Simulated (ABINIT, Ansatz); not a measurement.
# BaNaH6Ir (F-43m): G0W0 with ABINIT, start to end, part 2 of 3

Aim: the G0W0 gap of BaNaH6Ir (F-43m) on LDA, step by step.

ABINIT 10.8.3; LDA and many-body steps on it, plane waves. Known limits of the many-body steps: not at the basis limit; no spin polarisation; d states lean on the start; no spin-orbit coupling; coarse k mesh.

So far. Step 2 (Ground state): The gap is indirect, with the least direct gap 0.03 eV higher.

### Step 3. Bands along the symmetry lines

Level of this step: DFT, LDA, plane waves, norm-conserving pseudopotentials (ABINIT).

The cheap functional maps the bands first; the places of the edges decide which points the dearer methods must see.

The input, run.abi:

```
acell 3*1.0 Angstrom
rprim 
  -0.000000000000 3.922549000000 3.922549000000
  3.922549000000 -0.000000000000 3.922549000000
  3.922549000000 3.922549000000 -0.000000000000
ntypat 4
znucl 11 56 1 77
natom 9
typat 1 2 3 3 3 3 3 3 4
xred 
  0.250000000000 0.250000000000 0.250000000000
  0.750000000000 0.750000000000 0.750000000000
  0.784973000000 0.215027000000 0.215027000000
  0.215027000000 0.784973000000 0.215027000000
  0.784973000000 0.784973000000 0.215027000000
  0.215027000000 0.784973000000 0.784973000000
  0.784973000000 0.215027000000 0.784973000000
  0.215027000000 0.215027000000 0.784973000000
  -0.000000000000 -0.000000000000 -0.000000000000
pp_dirpath "pseudos"
pseudos "Na.upf, Ba.upf, H.upf, Ir.upf"
ecut 38
iscf -2
irdden 1
kptopt 0
nkpt 26
kpt 
  0.00000000 0.00000000 0.00000000
  -0.12500000 -0.12500000 0.00000000
  -0.25000000 -0.25000000 0.00000000
  -0.37500000 -0.37500000 0.00000000
  -0.50000000 -0.50000000 0.00000000
  -0.46875000 -0.46875000 0.06250000
  -0.43750000 -0.43750000 0.12500000
  -0.40625000 -0.40625000 0.18750000
  -0.37500000 -0.37500000 0.25000000
  -0.37500000 0.00000000 0.37500000
  -0.28125000 0.00000000 0.28125000
  -0.18750000 0.00000000 0.18750000
  -0.09375000 0.00000000 0.09375000
  0.00000000 0.00000000 0.00000000
  0.00000000 0.00000000 0.12500000
  0.00000000 0.00000000 0.25000000
  0.00000000 0.00000000 0.37500000
  -0.00000000 -0.00000000 0.50000000
  -0.12500000 -0.06250000 0.43750000
  -0.25000000 -0.12500000 0.37500000
  -0.37500000 -0.18750000 0.31250000
  -0.50000000 -0.25000000 0.25000000
  -0.50000000 -0.31250000 0.18750000
  -0.50000000 -0.37500000 0.12500000
  -0.50000000 -0.43750000 0.06250000
  -0.50000000 -0.50000000 0.00000000
istwfk *1
nband 28
nbdbuf 2
tolwfr 1e-08
nstep 40
prtwf 0
prtvol 0
indata_prefix "in"
outdata_prefix "out"
tmpdata_prefix "tmp"
```

The run is started by

```console
$ OMP_NUM_THREADS=1 mpirun -n 4 abinit run.abi > log
```

Numbers of over 12 decimals in the logs are rounded to 6 here.

The log of the run:

```text
.Version 10.8.3 of ABINIT. v10.8.2 released Aug 2026.

 Symmetries : space group F-4 3 m (#216); Bravais cF (face-center cubic)
[... echo of the input left out ...]
== DATASET  1 ==================================================================
-   mpi_nproc: 4, omp_nthreads: 1 (-1 if OMP is not activated)

--- !DatasetInfo
iteration_state: {dtset: 1, }
dimensions: {natom: 9, nkpt: 26, mband: 28, nsppol: 1, nspinor: 1, nspden: 1, mpw: 9185, }
cutoff_energies: {ecut:  38.0, pawecutdg:  -1.0, }
electrons: {nelect:   4.20000000E+01, charge:   0.00000000E+00, occopt:   1.00000000E+00, tsmear:   1.00000000E-02, }

 Real(R)+Recip(G) space primitive vectors, cartesian coordinates (Bohr,Bohr^-1):
 R(1)=  0.0000000  7.4125433  7.4125433  G(1)= -0.0674532  0.0674532  0.0674532
 R(2)=  7.4125433  0.0000000  7.4125433  G(2)=  0.0674532 -0.0674532  0.0674532
 R(3)=  7.4125433  7.4125433  0.0000000  G(3)=  0.0674532  0.0674532 -0.0674532
 Unit cell volume ucvol=  8.1457622E+02 bohr^3
 Angles (23,13,12)=  6.00000000E+01  6.00000000E+01  6.00000000E+01 degrees

 getcut: wavevector=  0.0000  0.0000  0.0000  ngfft=  60  60  60
         ecut(hartree)=     38.000   => boxcut(ratio)=   2.06259

--- Pseudopotential description ------------------------------------------------
- Na Generated using ONCVPSP code by D. R. Hamann
- 11.00000   9.00000  180309                  znucl, zion, pspdat
12 -1012 1 -1 1968                            pspcod,pspxc,lmax,lloc,mmax
     nproj     2     2     0     0
  pspatm : epsatm=    9.37365322
         --- l  ekb(1:nproj) -->
             0    2.664741   -0.674314
             1   -6.796556   -2.419774
 pspatm: atomic psp has been read  and splines computed

- Ba Generated using ONCVPSP code by D. R. Hamann
- 56.00000  10.00000  180309                  znucl, zion, pspdat
12 -1012 2 -1 1912                            pspcod,pspxc,lmax,lloc,mmax
     nproj     2     2     2     0
  pspatm : epsatm=   25.95172157
         --- l  ekb(1:nproj) -->
             0    6.668455    0.685657
[...]
pspatm: atomic psp has been read  and splines computed

- H Generated using ONCVPSP code by D. R. Hamann
-  1.00000   1.00000  180309                  znucl, zion, pspdat
12 -1012 1 -1 1180                            pspcod,pspxc,lmax,lloc,mmax
     nproj     2     1     0     0
  pspatm : epsatm=    0.35439867
         --- l  ekb(1:nproj) -->
[...]
1   -0.275071
 pspatm: atomic psp has been read  and splines computed

- Ir Generated using ONCVPSP code by D. R. Hamann
- 77.00000  17.00000  180309                  znucl, zion, pspdat
12 -1012 3 -1 1296                            pspcod,pspxc,lmax,lloc,mmax
     nproj     2     2     2     2
  pspatm : epsatm=   27.56253566
         --- l  ekb(1:nproj) -->
[...]
pspatm: atomic psp has been read  and splines computed

[...]
Non-SCF case, kpt   26 ( -0.50000 -0.50000  0.00000), residuals and eigenvalues=
[...]
-9.8917E-02 -7.5599E-02 -6.4764E-02 -3.5817E-03  4.0949E-02  4.0949E-02
  5.1329E-02  6.2162E-02  6.2162E-02  1.7316E-01  2.5522E-01  2.6264E-01
[...]
--- !ResultsGS
iteration_state: {dtset: 1, }
comment   : Summary of ground state results
lattice_vectors:
- [ -0.0000000,   7.4125433,   7.4125433, ]
- [  7.4125433,  -0.0000000,   7.4125433, ]
- [  7.4125433,   7.4125433,  -0.0000000, ]
lattice_lengths: [  10.48292,   10.48292,   10.48292, ]
lattice_angles: [ 60.000,  60.000,  60.000, ] # degrees, (23, 13, 12)
lattice_volume:   8.1457622E+02
convergence: {deltae:  0.000E+00, res2:  0.000E+00, residm:  9.979E-09, diffor:  0.000E+00, }
etotal    :  -1.92369892E+02
entropy   :   0.00000000E+00
fermie    :   6.32716535E-02
cartesian_stress_tensor: null
pressure_GPa: null
xred      :
- [  2.5000E-01,   2.5000E-01,   2.5000E-01, Na]
- [  7.5000E-01,   7.5000E-01,   7.5000E-01, Ba]
- [  7.8497E-01,   2.1503E-01,   2.1503E-01,  H]
- [  2.1503E-01,   7.8497E-01,   2.1503E-01,  H]
- [  7.8497E-01,   7.8497E-01,   2.1503E-01,  H]
- [  2.1503E-01,   7.8497E-01,   7.8497E-01,  H]
- [  7.8497E-01,   2.1503E-01,   7.8497E-01,  H]
- [  2.1503E-01,   2.1503E-01,   7.8497E-01,  H]
- [  0.0000E+00,   0.0000E+00,   0.0000E+00, Ir]
cartesian_forces: null
force_length_stats: {min: null, max: null, mean: null, }

 Integrated electronic density in atomic spheres:
 ------------------------------------------------
 Atom  Sphere_radius  Integrated_density
[...]
================================================================================

 ----iterations are completed or convergence reached----

 Mean square residual over all n,k,spin=   51.919E-10; max=  99.790E-10
 reduced coordinates (array xred) for    9 atoms
[...]
0.215027000000      0.215027000000      0.784973000000
       0.000000000000      0.000000000000      0.000000000000

 cartesian coordinates (angstrom) at end:
[...]
length scales=  1.889726125908  1.889726125908  1.889726125908 bohr
              =  1.000000000000  1.000000000000  1.000000000000 angstroms
 prteigrs : about to open file out_EIG
 Eigenvalues (hartree) for nkpt=  26  k points:
 kpt#   1, nband= 28, wtk=  1.00000, kpt=  0.0000  0.0000  0.0000 (reduced coord)
[...]
kpt#   2, nband= 28, wtk=  1.00000, kpt= -0.1250 -0.1250  0.0000 (reduced coord)
[...]
kpt#   3, nband= 28, wtk=  1.00000, kpt= -0.2500 -0.2500  0.0000 (reduced coord)
[...]
kpt#  25, nband= 28, wtk=  1.00000, kpt= -0.5000 -0.4375  0.0625 (reduced coord)
[...]
0.27875    0.28413    0.33176    0.34834
 kpt#  26, nband= 28, wtk=  1.00000, kpt= -0.5000 -0.5000  0.0000 (reduced coord)
[...]
-0.75301   -0.33360   -0.32794   -0.32794   -0.09892   -0.07560   -0.06476   -0.00358
   0.04095    0.04095    0.05133    0.06216    0.06216    0.17316    0.25522    0.26264
   0.28349    0.28349    0.32844    0.35067

== END DATASET(S) ==============================================================
================================================================================

 -outvars: echo values of variables after computation  --------
            nband          28
             nkpt          26
          spgroup         216
 [... the other variables as echoed above ...]

 Calculation completed.
```

It took 41 s on 4 MPI ranks of AMD EPYC 7R32 (Zen 2), shared host; peak memory 0.49 GiB; 2.7 min of CPU time.

Numbers from this step:

```yaml
gap: 2.990 eV
k_of_the_valence_top: 0, 0, 0
k_of_the_conduction_bottom: -0.5, -0.5, 0
least_direct_gap: 3.020 eV
```

The gap is 2.990 eV, as in the run before at this level.

The electronic bands at the labelled points (eV, zero at the top of the highest filled band):

```
    point  band 18  band 19  band 20  band 21  band 22  band 23  band 24  band 25
        Γ    -1.12     0.00     0.00     0.00     4.36     5.15     5.15     7.02
  halfway    -0.87    -0.18    -0.02    -0.02     3.89     5.25     5.61     6.82
        X    -0.61    -0.32    -0.03    -0.03     2.99     5.22     5.43     5.99
  halfway    -0.60    -0.23    -0.03    -0.03     3.10     5.27     5.45     5.76
        U    -0.58    -0.14    -0.03    -0.03     3.38     5.23     5.38     5.68
jump to K    -0.58    -0.14    -0.03    -0.03     3.38     5.23     5.38     5.68
  halfway    -0.76    -0.15    -0.05    -0.02     4.54     4.64     5.60     6.14
        Γ    -1.12     0.00     0.00     0.00     4.36     5.15     5.15     7.02
  halfway    -0.87    -0.11    -0.04    -0.04     4.78     4.78     5.22     6.25
        L    -0.62    -0.22    -0.06    -0.06     4.78     4.78     5.21     5.60
  halfway    -0.61    -0.11    -0.06    -0.04     3.89     4.88     5.55     5.72
        W    -0.67    -0.11    -0.03    -0.02     3.48     5.14     5.43     5.47
  halfway    -0.64    -0.18    -0.03    -0.03     3.20     5.30     5.48     5.57
        X    -0.61    -0.32    -0.03    -0.03     2.99     5.22     5.43     5.99
```

### Step 4. Empty states on the mesh, 2×2×2 mesh, 88 bands

The sums over transitions need many empty states on a uniform mesh; this step solves for them.

The input, run.abi:

```
acell 3*1.0 Angstrom
rprim 
  -0.000000000000 3.922549000000 3.922549000000
  3.922549000000 -0.000000000000 3.922549000000
  3.922549000000 3.922549000000 -0.000000000000
ntypat 4
znucl 11 56 1 77
natom 9
typat 1 2 3 3 3 3 3 3 4
xred 
  0.250000000000 0.250000000000 0.250000000000
  0.750000000000 0.750000000000 0.750000000000
  0.784973000000 0.215027000000 0.215027000000
  0.215027000000 0.784973000000 0.215027000000
  0.784973000000 0.784973000000 0.215027000000
  0.215027000000 0.784973000000 0.784973000000
  0.784973000000 0.215027000000 0.784973000000
  0.215027000000 0.215027000000 0.784973000000
  -0.000000000000 -0.000000000000 -0.000000000000
pp_dirpath "pseudos"
pseudos "Na.upf, Ba.upf, H.upf, Ir.upf"
ecut 38
ngkpt 2 2 2
nshiftk 1
shiftk 0 0 0
kptopt 1
chksymbreak 0
iscf -2
irdden 1
istwfk *1
nband 88
nbdbuf 8
tolwfr 1e-09
nstep 60
prtvol 0
indata_prefix "in"
outdata_prefix "out"
tmpdata_prefix "tmp"
```

The log of the run:

```text
.Version 10.8.3 of ABINIT. v10.8.2 released Aug 2026.

 Symmetries : space group F-4 3 m (#216); Bravais cF (face-center cubic)
[... echo of the input left out ...]
== DATASET  1 ==================================================================
-   mpi_nproc: 4, omp_nthreads: 1 (-1 if OMP is not activated)
-    --> not optimal distribution: autoparal keyword recommended in input file <--

--- !DatasetInfo
iteration_state: {dtset: 1, }
dimensions: {natom: 9, nkpt: 3, mband: 88, nsppol: 1, nspinor: 1, nspden: 1, mpw: 9185, }
cutoff_energies: {ecut:  38.0, pawecutdg:  -1.0, }
electrons: {nelect:   4.20000000E+01, charge:   0.00000000E+00, occopt:   1.00000000E+00, tsmear:   1.00000000E-02, }

 Real(R)+Recip(G) space primitive vectors, cartesian coordinates (Bohr,Bohr^-1):
 R(1)=  0.0000000  7.4125433  7.4125433  G(1)= -0.0674532  0.0674532  0.0674532
 R(2)=  7.4125433  0.0000000  7.4125433  G(2)=  0.0674532 -0.0674532  0.0674532
 R(3)=  7.4125433  7.4125433  0.0000000  G(3)=  0.0674532  0.0674532 -0.0674532
 Unit cell volume ucvol=  8.1457622E+02 bohr^3
 Angles (23,13,12)=  6.00000000E+01  6.00000000E+01  6.00000000E+01 degrees

 getcut: wavevector=  0.0000  0.0000  0.0000  ngfft=  60  60  60
         ecut(hartree)=     38.000   => boxcut(ratio)=   2.06259

--- Pseudopotential description ------------------------------------------------
- Na Generated using ONCVPSP code by D. R. Hamann
- 11.00000   9.00000  180309                  znucl, zion, pspdat
12 -1012 1 -1 1968                            pspcod,pspxc,lmax,lloc,mmax
     nproj     2     2     0     0
  pspatm : epsatm=    9.37365322
         --- l  ekb(1:nproj) -->
             0    2.664741   -0.674314
             1   -6.796556   -2.419774
 pspatm: atomic psp has been read  and splines computed

- Ba Generated using ONCVPSP code by D. R. Hamann
- 56.00000  10.00000  180309                  znucl, zion, pspdat
12 -1012 2 -1 1912                            pspcod,pspxc,lmax,lloc,mmax
     nproj     2     2     2     0
  pspatm : epsatm=   25.95172157
         --- l  ekb(1:nproj) -->
             0    6.668455    0.685657
[...]
pspatm: atomic psp has been read  and splines computed

- H Generated using ONCVPSP code by D. R. Hamann
-  1.00000   1.00000  180309                  znucl, zion, pspdat
12 -1012 1 -1 1180                            pspcod,pspxc,lmax,lloc,mmax
     nproj     2     1     0     0
  pspatm : epsatm=    0.35439867
         --- l  ekb(1:nproj) -->
[...]
1   -0.275071
 pspatm: atomic psp has been read  and splines computed

- Ir Generated using ONCVPSP code by D. R. Hamann
- 77.00000  17.00000  180309                  znucl, zion, pspdat
12 -1012 3 -1 1296                            pspcod,pspxc,lmax,lloc,mmax
     nproj     2     2     2     2
  pspatm : epsatm=   27.56253566
         --- l  ekb(1:nproj) -->
[...]
5.06E-10  9.36E-10  1.95E-10  5.48E-10  7.80E-10  3.69E-10  1.93E-10  4.48E-10
[...]
-3.2434E+00 -1.7637E+00 -1.6543E+00 -1.6543E+00 -1.6543E+00 -8.6907E-01
 -7.5301E-01 -7.5301E-01 -7.5301E-01 -3.2587E-01 -3.2587E-01 -3.2587E-01
 -1.3955E-01 -7.0026E-02 -7.0026E-02  2.2164E-02  2.2164E-02  2.2164E-02
[...]
1.1891E+00  1.1891E+00  1.2360E+00  1.2360E+00  1.2360E+00  1.2413E+00
  1.2413E+00  1.2413E+00  1.2903E+00  1.2903E+00  1.2903E+00  1.2915E+00
  1.3639E+00  1.3639E+00  1.3645E+00  1.3772E+00
 prteigrs : prtvol=0 or 1, do not print more k-points.

--- !ResultsGS
iteration_state: {dtset: 1, }
comment   : Summary of ground state results
lattice_vectors:
- [ -0.0000000,   7.4125433,   7.4125433, ]
- [  7.4125433,  -0.0000000,   7.4125433, ]
- [  7.4125433,   7.4125433,  -0.0000000, ]
lattice_lengths: [  10.48292,   10.48292,   10.48292, ]
lattice_angles: [ 60.000,  60.000,  60.000, ] # degrees, (23, 13, 12)
lattice_volume:   8.1457622E+02
convergence: {deltae:  0.000E+00, res2:  0.000E+00, residm:  9.816E-10, diffor:  0.000E+00, }
etotal    :  -1.92369892E+02
entropy   :   0.00000000E+00
fermie    :   6.32716535E-02
cartesian_stress_tensor: null
pressure_GPa: null
xred      :
- [  2.5000E-01,   2.5000E-01,   2.5000E-01, Na]
- [  7.5000E-01,   7.5000E-01,   7.5000E-01, Ba]
- [  7.8497E-01,   2.1503E-01,   2.1503E-01,  H]
- [  2.1503E-01,   7.8497E-01,   2.1503E-01,  H]
- [  7.8497E-01,   7.8497E-01,   2.1503E-01,  H]
- [  2.1503E-01,   7.8497E-01,   7.8497E-01,  H]
- [  7.8497E-01,   2.1503E-01,   7.8497E-01,  H]
- [  2.1503E-01,   2.1503E-01,   7.8497E-01,  H]
- [  0.0000E+00,   0.0000E+00,   0.0000E+00, Ir]
cartesian_forces: null
force_length_stats: {min: null, max: null, mean: null, }

 Integrated electronic density in atomic spheres:
 ------------------------------------------------
 Atom  Sphere_radius  Integrated_density
[...]
================================================================================

 ----iterations are completed or convergence reached----

 Mean square residual over all n,k,spin=   45.465E-11; max=  98.160E-11
 reduced coordinates (array xred) for    9 atoms
[...]
0.215027000000      0.215027000000      0.784973000000
       0.000000000000      0.000000000000      0.000000000000

 cartesian coordinates (angstrom) at end:
    1      1.961275     1.961275     1.961275
    2      5.883824     5.883824     5.883824
[...]
8      3.922549     3.922549     1.686908
    9      0.000000     0.000000     0.000000
 length scales=  1.889726125908  1.889726125908  1.889726125908 bohr
              =  1.000000000000  1.000000000000  1.000000000000 angstroms
 prteigrs : about to open file out_EIG
 Eigenvalues (hartree) for nkpt=   3  k points:
 kpt#   1, nband= 88, wtk=  0.12500, kpt=  0.0000  0.0000  0.0000 (reduced coord)
[...]
1.18908    1.18908    1.23602    1.23602    1.23602    1.24135    1.24135    1.24135
   1.29030    1.29030    1.29030    1.29154    1.36394    1.36394    1.36453    1.37718
 prteigrs : prtvol=0 or 1, do not print more k-points.

== END DATASET(S) ==============================================================
================================================================================

 -outvars: echo values of variables after computation  --------
            nband          88
             nkpt           3
          spgroup         216
 [... the other variables as echoed above ...]

 Calculation completed.
```

It took 30 s on 4 MPI ranks; peak memory 0.44 GiB; 2 min of CPU time.

Numbers from this step:

```
gap                                                           : 2.990 eV
k of the valence top                                          : 0, 0, 0
k of the conduction bottom                                    : 0.5, 0.5, 0
least direct gap                                              : 3.020 eV
k points computed                                             : 3
lowest point of the top converged band, above the valence top : 32.06 eV
```

On this mesh the gap is 2.990 eV.

### Step 5. Screening, 2×2×2 mesh, 80 bands, screening to 98 eV

The RPA dielectric matrix is built and inverted for each q.

This step: RPA screening on LDA, plane waves, norm-conserving pseudopotentials.

Edit run.abi of step 4 so:

```diff
@@ -27,10 +27,11 @@
 chksymbreak 0
-iscf -2
-irdden 1
 istwfk *1
-nband 88
-nbdbuf 8
-tolwfr 1e-09
-nstep 60
-prtvol 0
+occopt 1
+irdwfk 1
+optdriver 3
+nband 80
+ecuteps 3.6
+inclvkb 2
+awtr 1
+symchi 1
 indata_prefix "in"
```

The log of the run:

```text
.Version 10.8.3 of ABINIT. v10.8.2 released Aug 2026.

 Symmetries : space group F-4 3 m (#216); Bravais cF (face-center cubic)
[... echo of the input left out ...]
== DATASET  1 ==================================================================
-   mpi_nproc: 4, omp_nthreads: 1 (-1 if OMP is not activated)

--- !DatasetInfo
iteration_state: {dtset: 1, }
dimensions: {natom: 9, nkpt: 3, mband: 80, nsppol: 1, nspinor: 1, nspden: 1, mpw: 9185, }
cutoff_energies: {ecut:  38.0, pawecutdg:  -1.0, }
electrons: {nelect:   4.20000000E+01, charge:   0.00000000E+00, occopt:   1.00000000E+00, tsmear:   1.00000000E-02, }

 SCREENING: Calculation of the susceptibility and dielectric matrices

 Based on a program developped by R.W. Godby, V. Olevano, G. Onida, and L. Reining.
 Incorporated in ABINIT by V. Olevano, G.-M. Rignanese, and M. Torrent.
.Using double precision arithmetic ; gwpc =  8

[... cell and pseudopotentials left out ...]
--------------------------------------------------------------------------------

 ==== K-mesh for the wavefunctions ====
 Number of points in the irreducible wedge :     3
[... list of points left out ...]
 Together with 24 symmetry operations and time-reversal symmetry
 yields     8 points in the full Brillouin Zone.

 ==== Q-mesh for the screening function ====
 Number of points in the irreducible wedge :     3
[... list of points left out ...]
 Together with 24 symmetry operations and time-reversal symmetry
 yields     8 points in the full Brillouin Zone.

 setmesh: FFT mesh size selected  =    40x   40x   40
          total number of points  =        64000

 vcoul_init : cutoff-mode = AUXILIARY_FUNCTION
 q-points for optical limit:   1
     1)      0.000010    0.000020    0.000030

- screening: taking advantage of time-reversal symmetry
- Maximum band index for partially occupied states nbvw = 21
- Remaining bands to be divided among processors   nbcw = 59
- Number of bands treated by each node ~14

 Number of electrons calculated from density =   42.0000; Expected =   42.0000
 average of density, n =  0.051561
 r_s =    1.6667
 omega_plasma =   21.9035 [eV]

 calculating chi0 at frequencies [eV] :
  1    0.000000E+00    0.000000E+00
  2    0.000000E+00    2.190354E+01

--------------------------------------------------------------------------------
  q-point number  1        q = ( 0.000000, 0.000000, 0.000000) [r.l.u.]
--------------------------------------------------------------------------------
[... chi0 elements left out ...]
 For q-point:  0.000010 0.000020 0.000030
  dielectric constant =   4.0932
  dielectric constant without local fields =   5.0146

  Average fulfillment of the sum rule on Im[epsilon] for q-point    1 :     48.41  [%]
[... wings left out ...]
  q-point number  2        q = ( 0.500000, 0.000000, 0.000000) [r.l.u.]
--------------------------------------------------------------------------------
[... chi0 elements left out ...]
  Average fulfillment of the sum rule on Im[epsilon] for q-point    2 :     56.73  [%]

 [... 1 further q-points ...]
```

Elapsed: 14 s, on 4 MPI ranks; peak memory 1.4 GiB; 54 s of CPU time.

This step gave:

* ε∞ with local fields, on this mesh, along the program's q direction: 4.093
* the same without local fields: 5.015
* plasma frequency: 21.90 eV
* plane waves in the screening matrix: 283

Local fields lower ε∞ by 18 %. On a Γ-centred mesh this coarse the value itself is usually too large, while a short band sum pulls it down.

(Continued in part 3 of 3.)

[Paths, hosts, dates, memory and timing lines, banners, echoed tables and standing remarks are left out of the program output.]

[Logs are printed without paths, hosts, clocks, repeated set-up lines and the standing remarks that a program may print on its own settings, such as how far it seeks lower states.]

[Runs of the session that timed out or met a known fault of the program may be left out.]

[Hosts, paths, dates, database ids (printed as entryN), source tags and the programs' standing remarks are cut or masked in the printed files.]

[G0W0 gaps are taken among the corrected bands and points alone; a level outside them can change the order at an edge.]

[Where Ansatz stands beside ABINIT at settings called matched, ABINIT's density can come from a denser mesh and the files from another edition; pairs whose starting gaps differed by over 0.03 eV were left out, so agreement reads better than it is.]
